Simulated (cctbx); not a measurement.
## Interatomic vectors of Hf2TlPt

Space group I4/mcm (no. 140), a = 6.2530 Å, b = 6.2530 Å, c = 8.7940 Å, α = 90.00°, β = 90.00°, γ = 90.00°, content Tl4 Pt4 Hf8.

Simulated single-crystal data (cctbx): Mo Kα, λ = 0.71073 Å, to d = 0.7 Å, 50 % of the full sphere, strongest reflection 40000 counts, noise from counting, a 4 % proportional error and a noise floor of 4 counts (s.d.); no absorption.

Patterson synthesis, origin scaled to 1000:

```text
Patterson group I 4/m m m
      u       v       w   height  length (A)
  0.000   0.000   0.000   1000.0     0.00
  0.000   0.500   0.000    662.6     3.13
  0.250   0.250   0.250    555.1     3.12
  0.000   0.000   0.500    531.8     4.40
  0.104   0.104   0.056     36.2     1.04
  0.113   0.386   0.064     27.7     2.58
  0.126   0.126   0.427     21.4     3.92
  0.133   0.344   0.318     18.9     3.63
  0.000   0.374   0.061     18.3     2.40
  0.115   0.115   0.180     18.1     1.88
  0.096   0.249   0.076      1.4     1.80
  0.251   0.251   0.138    -17.3     2.53
  0.099   0.253   0.000    -19.2     1.70
```

Q: Assign the vectors.

A peak at u stands for all pairs with xi − xj = u, with weight Σ ZiZj against Σ Z² = 92052 at the origin. Peak heights follow these weights only roughly, since form factors, motion and series ripples differ, all vectors within 0.55 Å of a peak are counted as merged into it though the farther ones add only part of their weight, and F(000) is left out, which lowers the whole map:

| u | v | w | shortest length (Å) | height | 1000 ΣZiZj/ΣZ² | pairs in the cell |
| --- | --- | --- | --- | --- | --- | --- |
| 0.000 | 0.500 | 0.000 | 3.13 | 663 | 1000 | 8 × Tl–Pt, 8 × Hf–Hf |
| 0.250 | 0.250 | 0.250 | 3.12 | 555 | 995 | 8 × Tl–Hf, 8 × Pt–Hf |
| 0.000 | 0.000 | 0.500 | 4.40 | 532 | 549 | 4 × Tl–Tl, 4 × Pt–Pt |

The table stops at ten peaks or at a height of 45, below which ripples compete. In the model behind the data Tl, the heaviest element, has 1 independent site: (1/2, 0, 1/4), up to an allowed shift of origin; the Tl–Tl vectors are differences of these positions and their symmetry mates. Elements of similar Z can't be told apart from the map alone. The whole model:

| atom | mult. | x | y | z | Ueq (Å²) |
| --- | --- | --- | --- | --- | --- |
| Tl1 | 4 | 1/2 | 0 | 1/4 | 0.0136 |
| Pt1 | 4 | 0 | 0 | 1/4 | 0.0110 |
| Hf1 | 8 | 0.2166 | 0.2834 | 0 | 0.0112 |

The model is made up (kin elements in a known structure type, no relaxation), so it says nothing on whether the phase exists.

[Logs are printed without paths, hosts, clocks, repeated set-up lines and the standing remarks that a program may print on its own settings, such as how far it seeks lower states.]
